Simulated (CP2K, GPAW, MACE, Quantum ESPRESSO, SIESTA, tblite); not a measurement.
# Which site? A vacancy of Ge in amorphous Ge at 5.40 g/cm^3 (72 atoms), by several methods

Aim: compare the energies of a vacancy of Ge at unlike sites of amorphous Ge at 5.40 g/cm^3 (72 atoms), with plane waves as the reference.

The results are calculated values.

## 1. The structure

The cell holds 72 atoms (72 Ge), with edges of 11.71, 11.71 and 11.71 Å. Recipe: 72 atoms (72 Ge) placed at random at 5.4 g/cm³, melted at 3500 K for 10 ps at fixed volume with the Tersoff potential (Tersoff, Phys. Rev. B 39, 5566 (1989)). Quenched from 3500 K to 300 K at 20 K/ps and fixed volume, annealed at 800 K for 20 ps, held 5 ps, then minimised at fixed cell. Then the atoms were relaxed with MACE MPA-0 medium in the fixed cell.

## 2. The reference input

Quantum ESPRESSO 7.5: Kohn-Sham DFT, PBE, SSSP efficiency 1.3.0 pseudopotentials, plane waves. Its input, pw.in, for the unchanged cell:

```
&control
  calculation = 'scf'
  pseudo_dir = './pseudo'
  outdir = './tmp'
  disk_io = 'none'
  tprnfor = .true.
  tstress = .true.
/
&system
  ibrav = 0
  nat = 72
  ntyp = 1
  ecutwfc = 45
  ecutrho = 360
  nosym = .true.
  occupations = 'smearing'
  smearing = 'fd'
  degauss = 0.003675
/
&electrons
  conv_thr = 3.6e-07
  electron_maxstep = 100
  mixing_beta = 0.2
  mixing_mode = 'local-TF'
  diagonalization = 'david'
/
ATOMIC_SPECIES
Ge 72.630 Ge.upf
CELL_PARAMETERS angstrom
11.71280 0.00000 0.00000
0.00000 11.71280 0.00000
0.00000 0.00000 11.71280
ATOMIC_POSITIONS crystal
Ge 0.78305 0.41186 0.62956
Ge 0.88712 0.42364 0.82430
Ge 0.51810 0.52586 0.82911
Ge 0.36417 0.16381 0.33163
[... 66 atom lines left out ...]
Ge 0.51177 0.26324 0.22377
Ge 0.25675 0.50796 0.07946
K_POINTS gamma
```

```console
$ OMP_NUM_THREADS=1 mpirun -np 4 pw.x -in pw.in > output.txt
```

Run time: 3.6 min. Hardware: 4 MPI ranks of Intel Xeon Platinum 8488C (Sapphire Rapids), shared host; peak memory 4.9 GiB.

It converged with an r.m.s. force component of 0.17 eV/Å and a pressure of 3.3 GPa.

## 3. The levels

The levels share the cells and solve them as single points, though not every level runs every cell. CPU time is summed over a level's finished runs, on a host shared with the other runs, so it is rough; the force column is the median over cells of the r.m.s. difference of force components from the reference.

| level | basis or training data | k-points | runs finished | CPU time | peak memory (GiB) | force difference (meV/Å) |
| --- | --- | --- | --- | --- | --- | --- |
| QE, PBE | plane waves, SSSP efficiency, 45/360 Ry | Γ | 6 of 6 | 86 min | 5.1 | reference |
| CP2K double zeta, PBE | DZVP-MOLOPT-SR, GTH-PBE potentials, 350 Ry | Γ | 5 of 5 | 8.8 min | 2.2 | 26 |
| GPAW dzp, PBE | dzp orbitals, PAW, h 0.18 Å | Γ | 5 of 5 | 22 min | 1.9 | 43 |
| SIESTA DZP, PBE | DZP orbitals, shift 0.01 Ry, mesh 300 Ry | Γ | 5 of 5 | 33 min | 1.6 | 111 |
| CP2K double zeta, PBE+D3(BJ) | DZVP-MOLOPT-SR, GTH-PBE potentials, 350 Ry | Γ | 5 of 5 | 8.7 min | 2.2 | 31 |
| CP2K double zeta, r2SCAN | DZVP-UZH, GTH-SCAN potentials, 600 Ry | Γ | 5 of 5 | 43 min | 6.6 | 177 |
| tblite GFN1-xTB | tight binding with its own dispersion term | Γ | 5 of 5 | 62 s | 0.14 | 149 |
| MACE MP-0b3 medium | trained on PBE(+U) plane-wave data | - | 6 of 6 | 39 s | 0.84 | 171 |
| MACE MPA-0 medium | trained on PBE(+U) plane-wave data | - | 6 of 6 | 38 s | 0.84 | 168 |

The reference's own r.m.s. force component runs from 159 to 177 meV/Å over these cells. MACE MPA-0 medium relaxed the atoms, so in the cells that it relaxed its own forces are small, and its entry isn't an independent test there.

## 4. The sites

Each changed cell was relaxed with MACE MPA-0 medium before the single points. Neighbours are the site's nearest atoms before the change.

```
site  nearest atoms  their mean distance (Å)  atoms within 6 Å  largest move on relaxing (Å)  longest force left in the reference (eV/Å)
Ge59            Ge4                     2.49                38                          2.22                                        0.82
Ge33            Ge5                     2.64                40                          1.27                                        0.80
Ge46            Ge6                     2.69                38                          1.78                                        0.60
Ge56            Ge4                     2.48                38                          2.08                                        0.60
Ge23            Ge4                     2.52                35                          1.90                                        0.55
```

## 5. Site energies

All changed cells hold the same atoms, so within one level their energies compare with no chemical potential. Energies in eV, less that of Ge59, the reference's cheapest site; the last column is the largest deviation from the reference once each row's mean is taken off.

```
                       level  Ge59  Ge33  Ge46  Ge56  Ge23  cheapest  largest deviation
                     QE, PBE  0.00  0.44  0.50  1.11  1.38      Ge59                  -
       CP2K double zeta, PBE  0.00  0.48  0.52  1.11  1.39      Ge59               0.03
               GPAW dzp, PBE  0.00  0.50  0.44  1.04  1.39      Ge59               0.07
             SIESTA DZP, PBE  0.00  0.56  0.41  0.94  1.64      Ge59               0.23
CP2K double zeta, PBE+D3(BJ)  0.00  0.48  0.54  1.12  1.32      Ge59               0.07
    CP2K double zeta, r2SCAN  0.00  0.28  1.22  1.90  1.84      Ge59               0.52
             tblite GFN1-xTB  0.00  0.24  1.17  1.43  1.02      Ge59               0.58
          MACE MP-0b3 medium  0.00  0.12  0.54  0.77  0.76      Ge59               0.37
           MACE MPA-0 medium  0.00  0.24  0.85  1.16  1.37      Ge59               0.32
```

## 6. Findings

In the reference the cheapest site is Ge59 (Ge4) and the dearest Ge23 (Ge4), 1.4 eV higher. All 8 other levels pick the same cheapest site, and 3 give the whole order. CP2K double zeta, PBE follows the reference most closely (0.03 eV at worst) and tblite GFN1-xTB least (0.58 eV).

The other programs at PBE deviate by 0.23 eV at most, the learned potentials by 0.32 to 0.37 eV.

Caveats: The geometries are those of MACE MPA-0 medium; forces of up to 0.82 eV/Å remain in the reference, so relaxing in DFT would lower the energies, by amounts that can differ from site to site and can change the order. For MACE MPA-0 medium alone these are relaxed energies. Defects interact with their periodic images. Neighbours of a vacancy can rebond in unlike ways from site to site, which enters the differences. Atoms moved by over 1 Å in some relaxations, so part of the differences can come from the host's rearranging. The reference has no spin polarisation, so cut bonds at a vacancy can't carry moments. Only 5 of the 72 Ge sites are compared. Learned potentials don't solve for electrons, so the charge or spin state of a defect can't be set in them. The quench rate of 20 K/ps is many orders above laboratory rates, so the cell is likely richer in defects and strain than a real sample. The reference samples only Γ, in a cell whose shortest periodic width is 12 Å. The reference isn't exact: its cutoffs and mesh weren't converged further here. SIESTA's automatically made basis is far from complete, and its potentials were converted by us (checked for H, C, O, Si, Ge and Ca alone). Spin–orbit coupling is left out. Where levels are smeared, the DFT runs use Fermi–Dirac occupations at 580 K (0.05 eV), and energies are free energies.

[Logs are printed without paths, hosts, clocks, repeated set-up lines and the standing remarks that a program may print on its own settings, such as how far it seeks lower states.]

[Hosts, paths, dates, database ids (printed as entryN), source tags and the programs' standing remarks are cut or masked in the printed files.]
